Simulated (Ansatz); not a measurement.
## KF (Carobbiite): the PBE gap against the wavefunction cutoff

Wanted: the cheapest wavefunction cutoff that holds the PBE gap of KF (Carobbiite).

Calculated with Ansatz 0.2.0; DFT, PBE, plane waves, PAW; PAW set soft_1.

### 1. The structure

It takes space group Fm-3m (No. 225, cubic). Conventional cell: a = 5.344 Å, b = 5.344 Å, c = 5.344 Å, α = 90.00°, β = 90.00°, γ = 90.00°. K has 6 F at 2.67 Å nearest. Nearest to F lie 6 K at 2.67 Å. Farther neighbours and most contacts between anions are not listed.

Coordinates:

```cif
data_structure
_symmetry_space_group_name_H-M 'P 1'
_symmetry_Int_Tables_number 1
_cell_length_a 3.7786
_cell_length_b 3.7786
_cell_length_c 3.7786
_cell_angle_alpha 60.000
_cell_angle_beta 60.000
_cell_angle_gamma 60.000
_cell_volume 38.15
loop_
_atom_site_label
_atom_site_type_symbol
_atom_site_fract_x
_atom_site_fract_y
_atom_site_fract_z
_atom_site_occupancy
K1 K 0.00000 0.00000 0.00000 1
F2 F 0.50000 0.50000 0.50000 1
```

The cell and positions come from the Crystallography Open Database and are kept as given unless a step says otherwise.

### 2. Wavefunction cutoff: 190 eV

Input file input.yaml:

```yaml
crystal:
  lattice:
    - [0.0, 2.67185, 2.67185]
    - [2.67185, 0.0, 2.67185]
    - [2.67185, 2.67185, 0.0]
  atoms:
    - { symbol: K, position: [0.0, 0.0, 0.0] }
    - { symbol: F, position: [0.5, 0.5, 0.5] }
kpoints:
  mp_grid: { grid: [8, 8, 8] }
  band_path:
    path:
      - [0.0, 0.0, 0.0]
      - [0.5, 0.0, 0.5]
      - [0.625, 0.25, 0.625]
      - [0.375, 0.375, 0.75]
      - [0.5, 0.5, 0.5]
      - [0.5, 0.25, 0.75]
    npoints: 1
hamiltonian:
  xc: pbe
  pseudopotentials: { kind: paw, azcp: { folder: soft_1 } }
scf:
  occupations: { method: fermi_dirac, width: 0.02 }
  n_extra_bands: 4
  max_iter: 80
output:
  eigenvalues: true
basis:
  ecutwfc: 190.0
```

Command:

```console
$ ansatz run input.yaml --threads 24 --pin off --max-ram 82944MiB --backend cuda --events-out ev --progress --plain --runs-dir out --devices 1 --max-vram 78GiB
```

Numbers of over 12 decimals in the logs are rounded to 6 here.

What it wrote:

```text
Warning: basis.ecutwfc = 190 eV is below the records' recommended 420 eV, and the density's cutoff is lower with it unless basis.ecutrho_ratio is high enough to keep the records' density cutoff: compare with a run at a higher cutoff
Warning: basis.ecutrho_ratio 4 (ecutrho = 760 eV, dense FFT grid 18×18×18): the grid does not resolve the core-correction charge of F (measure 0.19 e/Å^2.5); warned from 0.08. The energy and each atom's force then go with where the atoms sit on the grid: [figures from the program's tests cut] If this deck is also warned that a cutoff or its ratio is below what is recommended, mend that before anything below. First try basis.xc_grid, which is 1 on this run (the dense grid itself), where it is not refused (2, then 3). Above 1 the core-correction charge is laid on the exchange–correlation grid, and this warning is never given, whether or not the level is enough: [rest of the remark cut]
scf.n_extra_bands = 4 over 8 filled bands (N_el = 16.0): the run solves 12 bands
GPUs: using 1 of 1 available (devices: 1).
Engine: ansatz 0.2.0, aarch64-unknown-linux-gnu
Pseudopotentials: kind: paw
Pseudopotential: K, paw, valence charge 9, recommended cutoff 420 eV (normal), soft_1/K.paw.azcp
Pseudopotential: F, paw, valence charge 7, recommended cutoff 420 eV (normal), soft_1/F.paw.azcp
Functional definition: PBE
  parameter kappa = 0.804
  parameter beta = 0.066725
  exchange = pbe_x(kappa = kappa, mu = beta*pi^2/3)
  correlation = pbe_c(beta = beta)
device memory: the entry about to start is reckoned to put 0.6 GiB on a device that reports 180.0 GiB free (of which the cap on the GPU budget leaves the run 78.0 GiB)
GPU FFT provider: cuFFT
GPU libraries: cuBLAS 13.8.1, cuFFT 12.4.0, cuSOLVER 12.3.2
GPU matrix products: emulated (plane waves: as basis.precision tells), large ones in fixed point in workspaces of 1.00 GiB
Crystal: 2 atoms, lattice volume = 38.148 Å³
Basis set: ecut = 190 eV, 259 PW (Γ)
Bands: 12, of which v1, the nominal top of the filled ones, is band 8 counted from 1 (7 counted from 0)
Symmetry: 48 space group operations
Space group: Fm-3m (ITA 225), of the structure as read, at distance tolerance 3.4e-5 Å
k-points: 29 of 512
Non-local potential: K, projectors of the file, l = 0: 3, l = 1: 2, l = 2: 2
Non-local potential: F, projectors of the file, l = 0: 2, l = 1: 2, l = 2: 1
PAW form: soft (Blöchl's): semilocal exchange-correlation on the pseudo side does not see the compensation charge
PAW one-centre angular grid: K, 110 points (default); XC on 64 Gauss nodes
PAW one-centre angular grid: F, 110 points (default); XC on 64 Gauss nodes
Initial density: superposition of atomic densities (chi_scale 0.1, normalization cell, long waves kept (reshape's long-wave potential 0.00 eV rms))
Initial wavefunctions: pseudopotential atomic-orbital guess
GPU buffer pool allocated for 5832 grid points (all kernels)
GPU transforms: local potential and band sums: pruned to the plane-wave sphere, on 18×18×18
Functional: x = pbe(κ = 0.804, μ = 0.219515), c = pbe(β = 0.066725)
SCF iter   1: F=—  HF=-2343.541197 eV  |F-HF|=—  |Δ(HF+E_count)|=         —  Δρ=3.18e-1  dr2=2.58e1  ethr=3.10e-3  ⟨swp⟩=6.0  Hψ=2227  notcnv=0
preconditioner: auto → none  [insulator: Δε(μ)=1.205 eV  Ē_g=16.186 eV  σ=0.020 eV  W_gap=1.00  n_scr=14 (ndim 8)  ℏωp=22.5 eV  f_vac=0.000  D(μ)=0.00/eV (n_scr^D=0)  ε∞_Penn≈2.9]
SCF iter   2: F=—  HF=-2337.825249 eV  |F-HF|=—  |Δ(HF+E_count)|=    5.72e0  Δρ=1.10e-1  dr2=2.66e0  ethr=3.10e-3  ⟨swp⟩=2.9  Hψ=964  notcnv=0
SCF iter   3: F=—  HF=-2337.052569 eV  |F-HF|=—  |Δ(HF+E_count)|=   7.73e-1  Δρ=1.46e-2  dr2=8.29e-2  ethr=3.10e-3  ⟨swp⟩=2.9  Hψ=713  notcnv=0
SCF iter   4: F=—  HF=-2337.030045 eV  |F-HF|=—  |Δ(HF+E_count)|=   2.25e-2  Δρ=2.83e-3  dr2=2.41e-3  ethr=5.18e-4  ⟨swp⟩=2.0  Hψ=761  notcnv=0
SCF iter   5: F=—  HF=-2337.029767 eV  |F-HF|=—  |Δ(HF+E_count)|=   2.79e-4  Δρ=4.31e-4  dr2=7.27e-5  ethr=1.51e-5  ⟨swp⟩=2.9  Hψ=641  notcnv=0
SCF iter   6: F=—  HF=-2337.029795 eV  |F-HF|=—  |Δ(HF+E_count)|=   2.84e-5  Δρ=1.39e-4  dr2=8.69e-6  ethr=4.55e-7  ⟨swp⟩=2.4  Hψ=480  notcnv=0
SCF iter   7: F=—  HF=-2337.029793 eV  |F-HF|=—  |Δ(HF+E_count)|=   2.51e-6  Δρ=3.54e-5  dr2=6.57e-7  ethr=5.43e-8  ⟨swp⟩=2.0  Hψ=417  notcnv=0
SCF iter   8: F=-2337.029792 eV  HF=-2337.029792 eV  |F-HF|=3.15e-8  |Δ(HF+E_count)|=   2.09e-7  Δρ=8.53e-6  dr2=3.74e-8  ethr=6.25e-10  ⟨swp⟩=3.1  Hψ=1260  notcnv=0
SCF 1 converged in 8 iterations: F = -2337.029792 eV  dr2 = 3.74e-8
[...]
device memory: the entry about to start is reckoned to put 1.1 GiB on a device that reports 181.8 GiB free (of which the cap on the GPU budget leaves the run 78.0 GiB)
NSCF: frozen V_eff on 6 k-points
SCF converged after 8 iterations
Free energy (F): -2337.029792 eV
Harris-Foulkes:  -2337.029792 eV  (|F-HF|=3.15e-8)
Internal energy: -2337.029792 eV  (E = F + TS)
E sigma→0 (E₀):  -2337.029792 eV
Fermi energy:    4.539670 eV
--- Per-component energies (eV) ---
  E_band       = -130.377646
  E_kinetic    = 479.467798
  E_local      = -1092.295040  (includes V_loc(G=0)·N_el)
  E_nonlocal   = 74.465045
  E_hartree    = 387.060858
  E_xc         = -221.470961
  E_vxc        = -275.955420  (∫ρ·V_xc dr)
  E_paw        = -976.203716  (= ΣΔE_a)
  E_vpaw       = -90.184986  (= ΣTr[D̂ρ^β])
  E_aug_tail   = 0.008162  (compensation charges beyond the density's cutoff)
  E_ewald      = -988.061939
  E_smearing   = -0.000000  (= −TS)
  E_closure    = -0.000000  (closes the sum)
  Σ components = -2337.029792   (vs F -2337.029792, Δ=0.00e0)
--- Band table (eV; the first three rows and the last of 29) ---
  k-point 0: bands = [... 4 lower, -8.1455, 0.7085, 0.7085, 0.7085, 7.4597, 12.3101, 12.3101, 12.3101]
  k-point 1: bands = [... 4 lower, -8.0516, 1.1255, 1.1255, 1.3321, 7.9738, 12.2678, 12.7045, 12.7045]
  k-point 2: bands = [... 4 lower, -8.0586, 1.1974, 1.1974, 1.2105, 9.1541, 11.8347, 13.2734, 13.2734]
  k-point 28: bands = [... 4 lower, -8.1511, 0.7957, 1.3473, 1.3473, 11.4968, 11.4968, 13.1240, 15.3178]
```

The job ended after 1.8 s (1 × NVIDIA GB200 (shared by 2 runs) with 24 threads of Arm Neoverse V2, shared host; peak memory 0.95 GiB; 1.6 s of CPU time).

The column dr2 measures how far the density is from self-consistency, as an energy; F and HF (Harris–Foulkes) agree once it is small.

This step gave:

```
gap                  : 5.908 eV
valence top at       : k = (0.000, 0.125, -0.125)
conduction bottom at : Γ
least direct gap     : 6.642 eV
```

The gap is indirect, with the least direct gap 0.73 eV higher.

### 3. Wavefunction cutoff: 290 eV

Changes to input.yaml since step 2:

```diff
@@ -23,3 +23,3 @@
 scf:
-  occupations: { method: fermi_dirac, width: 0.02 }
+  occupations: { method: fixed }
   n_extra_bands: 4
@@ -29,2 +29,2 @@
 basis:
-  ecutwfc: 190.0
+  ecutwfc: 290.0
```

What it wrote:

```text
[...]
GPUs: using 1 of 1 available (devices: 1).
[...]
GPU FFT provider: cuFFT
GPU libraries: cuBLAS 13.8.1, cuFFT 12.4.0, cuSOLVER 12.3.2
[...]
Crystal: 2 atoms, lattice volume = 38.148 Å³
Basis set: ecut = 290 eV, 411 PW (Γ)
Bands: 12, of which v1, the nominal top of the filled ones, is band 8 counted from 1 (7 counted from 0)
[... 1 set-up line as in the run before ...]
[...]
Fermi energy:    1.465889 eV
[...]
--- Band table (eV; the first three rows and the last of 29) ---
  k-point 0: bands = [... 4 lower, -7.9349, 1.4659, 1.4659, 1.4659, 7.6172, 12.1539, 12.1539, 12.1539]
  k-point 1: bands = [... 4 lower, -7.9407, 1.2939, 1.3898, 1.3898, 8.0452, 11.8946, 12.3516, 12.3516]
  k-point 2: bands = [... 4 lower, -7.9539, 0.9939, 1.2659, 1.2659, 9.1241, 11.5533, 12.8585, 12.8585]
  k-point 28: bands = [... 4 lower, -8.0223, 1.0753, 1.2819, 1.2819, 11.1968, 11.1968, 12.6442, 14.8062]
[key lines of the parts left out:]
SCF converged after 8 iterations
Free energy (F): -2348.172489 eV
```

Wall time 1.6 s (1 × NVIDIA GB200 (shared by 2 runs) with 24 threads); peak memory 0.95 GiB.

Numbers from this step:

```
gap                  : 6.151 eV
valence top at       : Γ
conduction bottom at : Γ
least direct gap     : 6.151 eV
```

The gap is 6.151 eV, +0.244 eV from the run before at this level.

### 4. Wavefunction cutoff: 420 eV (the default)

input.yaml, the sections that differ from step 3:

```yaml
kpoints:
  mp_grid: { grid: [8, 8, 8] }
  band_path:
    path:
      - [[0.0, 0.0, 0.0], [0.5, 0.0, 0.5], [0.625, 0.25, 0.625]]
      - [[0.375, 0.375, 0.75], [0.0, 0.0, 0.0], [0.5, 0.5, 0.5], [0.5, 0.25, 0.75], [0.5, 0.0, 0.5]]
    npoints: 10
scf:
  occupations: { method: fermi_dirac, width: 0.02 }
  n_extra_bands: 4
# crystal, hamiltonian, output: as in step 3
# basis: removed
```

What it wrote:

```text
[...]
GPUs: using 1 of 1 available (devices: 1).
[...]
GPU FFT provider: cuFFT
GPU libraries: cuBLAS 13.8.1, cuFFT 12.4.0, cuSOLVER 12.3.2
[...]
Crystal: 2 atoms, lattice volume = 38.148 Å³
Basis set: ecut = 420 eV, 725 PW (Γ)
Bands: 12, of which v1, the nominal top of the filled ones, is band 8 counted from 1 (7 counted from 0)
[... 1 set-up line as in the run before ...]
[...]
Fermi energy:    4.569067 eV
[...]
--- Band table (eV; the first three rows and the last of 29) ---
  k-point 0: bands = [... 4 lower, -7.9215, 1.4511, 1.4511, 1.4511, 7.6334, 12.1281, 12.1281, 12.1281]
  k-point 1: bands = [... 4 lower, -7.9270, 1.3116, 1.3984, 1.3984, 8.0657, 11.8832, 12.3336, 12.3336]
  k-point 2: bands = [... 4 lower, -7.9400, 1.0159, 1.2740, 1.2740, 9.1437, 11.5450, 12.8407, 12.8407]
  k-point 28: bands = [... 4 lower, -8.0089, 1.0480, 1.2888, 1.2888, 11.1900, 11.1900, 12.6424, 14.7919]
[key lines of the parts left out:]
SCF converged after 8 iterations
Free energy (F): -2348.800741 eV
```

The job ended after 1.6 s (1 × NVIDIA GB200 (shared by 2 runs) with 24 threads; peak memory 0.95 GiB).

Numbers from this step:

* gap: 6.182 eV
* valence top at: Γ
* conduction bottom at: Γ
* least direct gap: 6.182 eV

The gap is 6.182 eV, +0.031 eV from the run before at this level.

### 5. Wavefunction cutoff: 630 eV

input.yaml, the sections that differ from step 4:

```yaml
kpoints:
  mp_grid: { grid: [8, 8, 8] }
  band_path:
    path:
      - [0.0, 0.0, 0.0]
      - [0.5, 0.0, 0.5]
      - [0.625, 0.25, 0.625]
      - [0.375, 0.375, 0.75]
      - [0.5, 0.5, 0.5]
      - [0.5, 0.25, 0.75]
    npoints: 1
scf:
  occupations: { method: fixed }
  n_extra_bands: 4
  max_iter: 80
basis:
  ecutwfc: 630.0
# crystal, hamiltonian, output: as in step 4
```

What it wrote:

```text
[...]
GPUs: using 1 of 1 available (devices: 1).
[...]
GPU FFT provider: cuFFT
GPU libraries: cuBLAS 13.8.1, cuFFT 12.4.0, cuSOLVER 12.3.2
[...]
Crystal: 2 atoms, lattice volume = 38.148 Å³
Basis set: ecut = 630 eV, 1363 PW (Γ)
Bands: 12, of which v1, the nominal top of the filled ones, is band 8 counted from 1 (7 counted from 0)
[... 1 set-up line as in the run before ...]
[...]
Fermi energy:    1.451240 eV
[...]
--- Band table (eV; the first three rows and the last of 29) ---
  k-point 0: bands = [... 4 lower, -7.9214, 1.4512, 1.4512, 1.4512, 7.6327, 12.1281, 12.1281, 12.1281]
  k-point 1: bands = [... 4 lower, -7.9268, 1.3119, 1.3986, 1.3986, 8.0651, 11.8831, 12.3336, 12.3336]
  k-point 2: bands = [... 4 lower, -7.9398, 1.0162, 1.2743, 1.2743, 9.1431, 11.5448, 12.8407, 12.8407]
  k-point 28: bands = [... 4 lower, -8.0087, 1.0482, 1.2892, 1.2892, 11.1897, 11.1897, 12.6418, 14.7918]
[key lines of the parts left out:]
SCF converged after 9 iterations
Free energy (F): -2348.803838 eV
```

Run time: 1.3 s. Hardware: 1 × NVIDIA GB200 (shared by 2 runs) with 24 threads; peak memory 1.1 GiB.

This step gave:

```
gap                  : 6.181 eV
valence top at       : Γ
conduction bottom at : Γ
least direct gap     : 6.181 eV
```

The gap is 6.181 eV, −0.001 eV from the run before at this level.

### 6. The series

Differences are against the last row; a negative gap means that bands overlap, and a run with a band path holds that path's time. Times are wall times on 1 × NVIDIA GB200 (shared by 2 runs) with 24 threads of Arm Neoverse V2, shared host, good to a factor of about two.

```csv
wavefunction cutoff,gap (eV),direct gap (eV),gap error (eV),energy error (meV/atom),irreducible k,time
190 eV,5.908,6.642,−0.274,+5887.0,29,1.8 s
290 eV,6.151,6.151,−0.030,+315.7,29,1.6 s
420 eV,6.182,6.182,+0.001,+1.5,29,1.6 s
630 eV,6.181,6.181,+0.000,+0.0,29,1.3 s
```

### 7. Outcome

```json
{"190 eV": "5.908 eV", "290 eV": "6.151 eV", "420 eV": "6.182 eV", "630 eV": "6.181 eV"}
```

**Reading.** The gap holds to 0.02 eV from 420 eV on. At 190 eV the gap is off by −0.274 eV and the energy by +5887 meV/atom.

[Paths, hosts, dates, memory and timing lines, banners, echoed tables and standing remarks are left out of the program output.]

[Logs are printed without paths, hosts, clocks, repeated set-up lines and the standing remarks that a program may print on its own settings, such as how far it seeks lower states.]

[Runs of the session that timed out or met a known fault of the program may be left out.]

[Cells called generated may have been cut or substituted from an entry of the Crystallography Open Database or the Materials Project.]

[Hosts, paths, dates, database ids (printed as entryN), source tags and the programs' standing remarks are cut or masked in the printed files.]
